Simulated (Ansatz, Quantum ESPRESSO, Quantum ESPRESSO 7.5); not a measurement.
## Al: work function by face

Which face of Al holds its electrons most tightly, and does packing explain the order?

Program: Quantum ESPRESSO 7.5. Level of theory: plane-wave DFT, PBE, PseudoDojo norm-conserving pseudopotentials (geometry and cross-check by Ansatz 0.2.0 with PAW datasets; geometry under PBE). Results are calculated unless marked as measured.

Experimental background.

For Al (clean single-crystal faces), “Properties of real metallic surfaces: Effects of density functional semilocality and van der Waals nonlocality” (2017, arxiv:1702.08515) quotes earlier work: work function of (111) (clean (111) face) 4.32 eV; work function of (100) (clean (100) face) 4.32 eV; work function of (110) (clean (110) face) 4.23 eV.

**1. Starting point**

The cell holds 5 atoms: 5 Al. Its edges and angles: a = 2.864 Å, b = 2.864 Å, c = 25.353 Å, α = 90.0°, β = 90.0°, γ = 60.0°. It derives from Al. Vacuum lies along c.

**2. Relaxation with Ansatz of (111)**

A relaxation in Ansatz fixes the structure of this slab for the runs on it.

input.yaml reads:

```yaml
crystal:
  lattice:
    - [2.8637824638, 0.0, 0.0]
    - [1.4318912319, 2.4801083646, 0.0]
    - [0.0, 0.0, 25.3530743609]
  atoms:
    - { symbol: Al, position: [0.6666666667, 0.6666666667, 0.315543586] }
    - { symbol: Al, position: [0.0, 0.0, 0.407771793] }
    - { symbol: Al, position: [0.3333333333, 0.3333333333, 0.5] }
    - { symbol: Al, position: [0.6666666667, 0.6666666667, 0.592228207] }
    - { symbol: Al, position: [0.0, 0.0, 0.684456414] }
kpoints:
  mp_grid: { grid: [12, 12, 1] }
hamiltonian:
  xc: pbe
scf:
  occupations: { method: fermi_dirac, width: 0.1 }
  convergence: { dr2_threshold: 1.0e-08 }
efield:
  axis: 3
  dipole_correction: true
  ramp_position: 0.97
  ramp_width: 0.04
relax:
  f_tol: 0.01
  constraints: [{ sites: [2] }]
output:
  write_potential: true
  write_density: true
  volumetric_format: npy
```

Launch:

```sh
ansatz run input.yaml --threads 2 --pin off --max-ram 4096MiB --backend cpu --events-out ev --progress --plain --runs-dir out
```

Numbers of over 12 decimals in the logs are rounded to 6 here.

The program printed:

```text
Engine: ansatz 0.2.0, x86_64-unknown-linux-gnu
Pseudopotentials: kind: paw
Pseudopotential: Al, paw, valence charge 3, recommended cutoff 420 eV (normal), Al.paw.azcp
Functional definition: PBE
  parameter kappa = 0.804
  parameter beta = 0.066725
  exchange = pbe_x(kappa = kappa, mu = beta*pi^2/3)
  correlation = pbe_c(beta = beta)
Crystal: 5 atoms, lattice volume = 180.070 Å³
Basis set: ecut = 420 eV, 3541 PW (Γ), exchange–correlation on 40×40×360 points (8 copies of the dense FFT grid, shifted against one another)
Bands: 13, of which v1, the nominal top of the filled ones, is band 8 counted from 1 (7 counted from 0)
Symmetry: 6 space group operations
k-points: 19 of 144 (time reversal used)
Non-local potential: Al, projectors of the file, l = 0: 2, l = 1: 2, l = 2: 1
PAW form: soft (Blöchl's): semilocal exchange-correlation on the pseudo side does not see the compensation charge
PAW one-centre angular grid: Al, 110 points (default); XC on 64 Gauss nodes
Initial density: superposition of atomic densities (neutral atoms: chi_scale 0, normalization atom), corrected by the library's trained network
Initial wavefunctions: pseudopotential atomic-orbital guess
Functional: x = pbe(κ = 0.804, μ = 0.219515), c = pbe(β = 0.066725)
SCF iter   1: F=—  HF=-2686.826060 eV  |F-HF|=—  |Δ(HF+E_count)|=         —  Δρ=1.14e-3  dr2=3.70e-2  ethr=1.77e-3  p=0.000 e·Å  D=3.20e-4 V/Å  ΔV_dip=-0.01 eV  dr2_dipole=7.58e-5  V_vac-E_F(+/−)=3.97/3.98 eV  ⟨swp⟩=8.4  Hψ=2039  notcnv=0
efield: sawtooth ramp at fractional position 0.9700 (set: `efield.ramp_position`, or a place that a band, a saddle search or an elastic batch's reference lends), width 0.0400; the density the first Hamiltonian is built on has a dipole p = 0.000 e·Å; the dipole correction subtracts the counter field D = 3.20e-4 V/Å, which shifts the + side's vacuum level by -0.01 eV against the − side's; the planar-averaged density in the ramp window peaks in size at 9.1e-6 e/Å³
preconditioner: auto → LDOS  [metal: Δε(μ)=0.128 eV  Ē_g=6.771 eV  σ=0.100 eV  W_gap=0.31  n_scr=14 (ndim 8)  ℏωp=10.7 eV  f_vac=0.439  D(μ)=2.11/eV (n_scr^D=10)  β→1.0]
SCF iter   2: F=—  HF=-2686.824518 eV  |F-HF|=—  |Δ(HF+E_count)|=   1.54e-3  Δρ=3.28e-4  dr2=4.51e-4  ethr=2.47e-4  p=-0.000 e·Å  D=-6.21e-6 V/Å  ΔV_dip=0.00 eV  dr2_dipole=3.52e-6  V_vac-E_F(+/−)=4.11/4.10 eV  ⟨swp⟩=1.5  Hψ=438  notcnv=0  defer=5
SCF iter   3: F=—  HF=-2686.824645 eV  |F-HF|=—  |Δ(HF+E_count)|=   1.27e-4  Δρ=7.18e-5  dr2=9.28e-5  ethr=3.01e-6  p=0.000 e·Å  D=1.90e-5 V/Å  ΔV_dip=-0.00 eV  dr2_dipole=7.84e-9  V_vac-E_F(+/−)=4.12/4.12 eV  ⟨swp⟩=2.3  Hψ=440  notcnv=0  defer=5
SCF iter   4: F=—  HF=-2686.824621 eV  |F-HF|=—  |Δ(HF+E_count)|=   2.34e-5  Δρ=1.87e-5  dr2=5.79e-6  ethr=6.19e-7  p=0.000 e·Å  D=5.34e-6 V/Å  ΔV_dip=-0.00 eV  dr2_dipole=1.14e-8  V_vac-E_F(+/−)=4.12/4.12 eV  ⟨swp⟩=1.5  Hψ=271  notcnv=0  defer=5
SCF iter   5: F=—  HF=-2686.824625 eV  |F-HF|=—  |Δ(HF+E_count)|=   3.19e-6  Δρ=3.43e-6  dr2=5.19e-8  ethr=3.86e-8  p=0.000 e·Å  D=2.27e-6 V/Å  ΔV_dip=-0.00 eV  dr2_dipole=4.69e-10  V_vac-E_F(+/−)=4.12/4.12 eV  ⟨swp⟩=2.2  Hψ=334  notcnv=0  defer=5
SCF iter   6: F=-2686.824625 eV  HF=-2686.824625 eV  |F-HF|=4.87e-10  |Δ(HF+E_count)|=   1.41e-7  Δρ=1.10e-6  dr2=5.82e-9  ethr=6.67e-11  p=0.000 e·Å  D=7.47e-7 V/Å  ΔV_dip=-0.00 eV  dr2_dipole=2.76e-12  V_vac-E_F(+/−)=4.12/4.12 eV  ⟨swp⟩=9.9  Hψ=1666  notcnv=0
SCF 1 converged in 6 iterations: F = -2686.824625 eV  dr2 = 5.82e-9
  greatest PAW one-centre occupation: 0.462 electrons in one spin orbital (limit 2), on the Al atom at site 4 (counted from 0), in its partial waves of l = 0
relax step   1: F+E_penalty+E_count = -2686.82462478 eV  Δ(F+E_penalty+E_count) = +0.000e0 eV  max|allowed force component| = 7.749e-2 eV/Å  Δτ_max = 0.0000 Å  (6 SCF iters, accepted)
Initial density: handed on by an earlier stage of this run
Initial wavefunctions: those handed on with the density
iter 1 solved again at ethr=4.43e-5 eV; its pass at ethr=3.10e-3 eV (dr2=6.65e-3 eV) is discarded
SCF iter   1: F=—  HF=-2686.826986 eV  |F-HF|=—  |Δ(HF+E_count)|=         —  Δρ=6.43e-4  dr2=6.54e-3  ethr=4.43e-5  p=0.000 e·Å  D=7.43e-7 V/Å  ΔV_dip=-0.00 eV  dr2_dipole=3.13e-9  V_vac-E_F(+/−)=4.11/4.11 eV  ⟨swp⟩=1.6  Hψ=1076  notcnv=0  defer=5
efield: sawtooth ramp at fractional position 0.9700 (set: `efield.ramp_position`, or a place that a band, a saddle search or an elastic batch's reference lends), width 0.0400; the density the first Hamiltonian is built on has a dipole p = 0.000 e·Å; the dipole correction subtracts the counter field D = 7.43e-7 V/Å, which shifts the + side's vacuum level by -0.00 eV against the − side's; the planar-averaged density in the ramp window peaks in size at 3.6e-7 e/Å³
preconditioner: auto → LDOS  [metal: Δε(μ)=0.091 eV  Ē_g=6.750 eV  σ=0.100 eV  W_gap=0.22  n_scr=14 (ndim 8)  ℏωp=10.7 eV  f_vac=0.438  D(μ)=2.09/eV (n_scr^D=10)  β→1.0]
SCF iter   2: F=—  HF=-2686.826086 eV  |F-HF|=—  |Δ(HF+E_count)|=   9.00e-4  Δρ=4.33e-4  dr2=1.32e-3  ethr=4.36e-5  p=0.000 e·Å  D=7.20e-6 V/Å  ΔV_dip=-0.00 eV  dr2_dipole=9.82e-8  V_vac-E_F(+/−)=4.12/4.12 eV  ⟨swp⟩=2.1  Hψ=353  notcnv=0  defer=5
SCF iter   3: F=—  HF=-2686.825947 eV  |F-HF|=—  |Δ(HF+E_count)|=   1.39e-4  Δρ=6.54e-5  dr2=3.62e-5  ethr=8.82e-6  p=-0.000 e·Å  D=-3.32e-6 V/Å  ΔV_dip=0.00 eV  dr2_dipole=6.91e-10  V_vac-E_F(+/−)=4.11/4.11 eV  ⟨swp⟩=2.2  Hψ=384  notcnv=0  defer=5
SCF iter   4: F=—  HF=-2686.825891 eV  |F-HF|=—  |Δ(HF+E_count)|=   5.56e-5  Δρ=1.13e-5  dr2=5.04e-7  ethr=2.42e-7  p=0.000 e·Å  D=3.47e-6 V/Å  ΔV_dip=-0.00 eV  dr2_dipole=7.79e-10  V_vac-E_F(+/−)=4.11/4.11 eV  ⟨swp⟩=2.3  Hψ=390  notcnv=0  defer=5
SCF iter   5: F=—  HF=-2686.825892 eV  |F-HF|=—  |Δ(HF+E_count)|=   8.21e-7  Δρ=2.38e-6  dr2=1.93e-8  ethr=3.36e-9  p=0.000 e·Å  D=6.59e-7 V/Å  ΔV_dip=-0.00 eV  dr2_dipole=4.59e-12  V_vac-E_F(+/−)=4.11/4.11 eV  ⟨swp⟩=2.7  Hψ=417  notcnv=0  defer=5
SCF iter   6: F=-2686.825892 eV  HF=-2686.825892 eV  |F-HF|=1.53e-9  |Δ(HF+E_count)|=   2.06e-8  Δρ=4.97e-7  dr2=8.10e-10  ethr=6.67e-11  p=0.000 e·Å  D=1.07e-6 V/Å  ΔV_dip=-0.00 eV  dr2_dipole=3.16e-13  V_vac-E_F(+/−)=4.11/4.11 eV  ⟨swp⟩=9.1  Hψ=1525  notcnv=0
SCF 2 converged in 6 iterations: F = -2686.825892 eV  dr2 = 8.10e-10
  greatest PAW one-centre occupation: 0.462 electrons in one spin orbital (limit 2), on the Al atom at site 0 (counted from 0), in its partial waves of l = 0
relax step   2: F+E_penalty+E_count = -2686.82589206 eV  Δ(F+E_penalty+E_count) = -1.267e-3 eV  max|allowed force component| = 2.645e-2 eV/Å  Δτ_max = 0.0183 Å  (6 SCF iters, accepted)
SCF iter   1: F=—  HF=-2686.826172 eV  |F-HF|=—  |Δ(HF+E_count)|=         —  Δρ=1.69e-4  dr2=4.65e-4  ethr=2.95e-5  p=0.000 e·Å  D=1.07e-6 V/Å  ΔV_dip=-0.00 eV  dr2_dipole=7.64e-10  V_vac-E_F(+/−)=4.11/4.11 eV  ⟨swp⟩=2.7  Hψ=758  notcnv=0  defer=5
efield: sawtooth ramp at fractional position 0.9700 (set: `efield.ramp_position`, or a place that a band, a saddle search or an elastic batch's reference lends), width 0.0400; the density the first Hamiltonian is built on has a dipole p = 0.000 e·Å; the dipole correction subtracts the counter field D = 1.07e-6 V/Å, which shifts the + side's vacuum level by -0.00 eV against the − side's; the planar-averaged density in the ramp window peaks in size at 4.0e-7 e/Å³
preconditioner: auto → LDOS  [metal: Δε(μ)=0.087 eV  Ē_g=6.756 eV  σ=0.100 eV  W_gap=0.21  n_scr=14 (ndim 8)  ℏωp=10.7 eV  f_vac=0.438  D(μ)=2.12/eV (n_scr^D=10)  β→1.0]
SCF iter   2: F=—  HF=-2686.826104 eV  |F-HF|=—  |Δ(HF+E_count)|=   6.78e-5  Δρ=1.12e-4  dr2=8.46e-5  ethr=3.10e-6  p=0.000 e·Å  D=1.28e-6 V/Å  ΔV_dip=-0.00 eV  dr2_dipole=7.15e-9  V_vac-E_F(+/−)=4.11/4.11 eV  ⟨swp⟩=2.1  Hψ=469  notcnv=0  defer=5
SCF iter   3: F=—  HF=-2686.826052 eV  |F-HF|=—  |Δ(HF+E_count)|=   5.19e-5  Δρ=1.53e-5  dr2=1.74e-6  ethr=5.64e-7  p=0.000 e·Å  D=5.07e-7 V/Å  ΔV_dip=-0.00 eV  dr2_dipole=2.67e-9  V_vac-E_F(+/−)=4.11/4.11 eV  ⟨swp⟩=2.3  Hψ=360  notcnv=0  defer=5
SCF iter   4: F=—  HF=-2686.826055 eV  |F-HF|=—  |Δ(HF+E_count)|=   3.44e-6  Δρ=3.06e-6  dr2=4.56e-8  ethr=1.16e-8  p=0.000 e·Å  D=1.44e-6 V/Å  ΔV_dip=-0.00 eV  dr2_dipole=3.39e-11  V_vac-E_F(+/−)=4.11/4.11 eV  ⟨swp⟩=2.4  Hψ=399  notcnv=0  defer=5
SCF iter   5: F=-2686.826055 eV  HF=-2686.826055 eV  |F-HF|=1.67e-9  |Δ(HF+E_count)|=   2.84e-8  Δρ=6.24e-7  dr2=1.23e-9  ethr=6.67e-11  p=0.000 e·Å  D=4.97e-7 V/Å  ΔV_dip=-0.00 eV  dr2_dipole=6.63e-14  V_vac-E_F(+/−)=4.11/4.11 eV  ⟨swp⟩=9.4  Hψ=1571  notcnv=0
SCF 3 converged in 5 iterations: F = -2686.826055 eV  dr2 = 1.23e-9
relax step   3: F+E_penalty+E_count = -2686.82605550 eV  Δ(F+E_penalty+E_count) = -1.634e-4 eV  max|allowed force component| = 8.008e-4 eV/Å  Δτ_max = 0.0047 Å  (5 SCF iters, accepted)
NSCF: frozen V_eff on 19 k-points
the band table was solved once a step of the walk had ended and its energy, with any forces and stress, was formed, with the checks that follow a solve (2346 applications of the Hamiltonian). They found nothing against the state; the energy, forces and stress were not computed again (output.eigenvalues in the input reference)
WARN: The output density's exchange-correlation potential varies sharply where the density is thin. Do not read a vacuum level from v_tot or v_xc, or from such a field of the output density. On a cell that repeats whose density bears no net charge and no dipole along the vacuum's axis use v_es (v_loc + v_h of the components); under efield.dipole_correction with no amplitude use v_es + v_field, which holds any externa [...]
SCF converged after 5 iterations
Free energy (F): -2686.826055 eV
Harris-Foulkes:  -2686.826055 eV  (|F-HF|=1.67e-9)
Internal energy: -2686.757213 eV  (E = F + TS)
E sigma→0 (E₀):  -2686.791634 eV
Entropy (-TS):   -0.068843 eV (-13.769 meV/atom)
Fermi energy:    1.468536 eV
Dipole field:    D = 0.000000 V/Å  (p = 0.000000 e·Å, saw-weighted, corrected)
Work function:   Φ+ = 4.1146 eV   Φ− = 4.1146 eV
Levels:          The Fermi level and band energies are counted from a zero that moves with the ramp; work functions are not
--- Per-component energies (eV) ---
  E_band       = -40.955192
  E_kinetic    = 109.533362
  E_local      = -3483.232025  (includes V_loc(G=0)·N_el)
  E_nonlocal   = 51.942112
  E_hartree    = 1720.223779
  E_xc         = -196.229333
  E_vxc        = -141.506447  (∫ρ·V_xc dr)
  E_paw        = -2336.472665  (= ΣΔE_a)
  E_vpaw       = -18.138692  (= ΣTr[D̂ρ^β])
  E_aug_tail   = -0.000011  (compensation charges beyond the density's cutoff)
  E_efield     = 0.000000  (sawtooth field / dipole correction)
  E_vefield    = -0.000001  (∫n·V_field dr)
  E_ewald      = 1447.477569
  E_smearing   = -0.068843  (= −TS)
  E_closure    = 0.000000  (closes the sum)
  Σ components = -2686.826055   (vs F -2686.826055, Δ=0.00e0)
--- Forces (eV/Å), atoms counted from 1 ---
  atom   1  Al     0.00000000     0.00000000    -0.00080084
  atom   2  Al     0.00000000     0.00000000     0.00059548
  atom   3  Al    -0.00000000    -0.00000000    -0.00001302
  atom   4  Al     0.00000000    -0.00000000    -0.00056351
  atom   5  Al     0.00000000    -0.00000000     0.00077978
  max |Σ_I F_I| component: 2.11e-6 eV/Å
--- Band table (eV; the first three rows and the last of 19) ---
  k-point 0: bands = [... 4 lower, -4.1590, -2.1080, 0.3032, 2.6478, 4.4874, 5.4609, 5.7240, 7.2137, ... 1 higher]
  k-point 1: bands = [... 4 lower, -3.9950, -1.9517, 0.4591, 2.8013, 4.6450, 5.6233, 5.8867, 7.3647, ... 1 higher]
  k-point 2: bands = [... 4 lower, -3.5054, -1.4834, 0.9224, 3.2475, 5.0866, 6.0680, 6.3275, 6.7657, ... 1 higher]
  k-point 18: bands = [... 4 lower, -0.8997, -0.8997, -0.0872, -0.0872, 0.4097, 1.1754, 2.1202, 2.1202, ... 1 higher]
--- Relaxed structure (3 steps of the walk, 3 accepted, 0 SCFs on fresh bases) ---
  F+E_penalty+E_count = -2686.82605550 eV   max|allowed force component| = 8.008e-4 eV/Å
  atoms:
    - { symbol: Al, position: [0.666667, 0.666667, 0.315006] }
    - { symbol: Al, position: [2.164477857728632e-19, 0, 0.408102] }
    - { symbol: Al, position: [0.333333, 0.333333, 0.5] }
    - { symbol: Al, position: [0.666667, 0.666667, 0.591898] }
    - { symbol: Al, position: [3.5238301720255453e-19, 0, 0.684994] }
```

It took 5.4 s on 2 threads of Intel Xeon Platinum 8375C at 2.90GHz (Ice Lake), shared host; peak memory 0.44 GiB; 9.2 s of CPU time.

Relaxation path:

| step | energy less that of the first step (eV) | largest force component (eV/Å) |
| --- | --- | --- |
| 1 | 0.0000 | 0.0775 |
| 2 | -0.0013 | 0.0264 |
| 3 | -0.0014 | 0.0008 |

Forces are held to the 6 operations that the run works with; a distortion that breaks them can't arise in this run.

The atoms that moved most (Å):

| atom | dx | dy | dz | length |
| --- | --- | --- | --- | --- |
| Al5 | 0.000 | 0.000 | 0.014 | 0.014 |
| Al1 | 0.000 | 0.000 | -0.014 | 0.014 |
| Al4 | 0.000 | 0.000 | -0.008 | 0.008 |
| Al2 | 0.000 | 0.000 | 0.008 | 0.008 |

Final coordinates:

```cif
data_structure
_symmetry_space_group_name_H-M 'P 1'
_symmetry_Int_Tables_number 1
_cell_length_a 2.8638
_cell_length_b 2.8638
_cell_length_c 25.3531
_cell_angle_alpha 90.000
_cell_angle_beta 90.000
_cell_angle_gamma 60.000
_cell_volume 180.07
loop_
_atom_site_label
_atom_site_type_symbol
_atom_site_fract_x
_atom_site_fract_y
_atom_site_fract_z
_atom_site_occupancy
Al1 Al 0.66667 0.66667 0.31501 1
Al2 Al 0.00000 0.00000 0.40810 1
Al3 Al 0.33333 0.33333 0.50000 1
Al4 Al 0.66667 0.66667 0.59190 1
Al5 Al 0.00000 0.00000 0.68499 1
```

 Held were the atoms numbered 3; the forces quoted are those on the free ones.

Read from the output:

```
free energy                     : -2686.8261 eV
energy at zero smearing         : -2686.7916 eV
smearing term TS                : 0.06884 eV
Fermi energy                    : 1.469 eV
symmetry operations             : 6
work function of the upper face : 4.115 eV
work function of the lower face : 4.115 eV
dipole along the normal         : 1.31e-7 e·Å
```

(Part 1 of 6 ends here.)

[Logs are printed without paths, hosts, clocks, repeated set-up lines and the standing remarks that a program may print on its own settings, such as how far it seeks lower states.]

[Hosts, paths, dates, database ids (printed as entryN), source tags and the programs' standing remarks are cut or masked in the printed files.]

[Maps of the electrostatic potential energy from Ansatz leave out the sawtooth potential of an applied field or a dipole correction, so their vacuum need not be flat; planar profiles and work functions include it.]
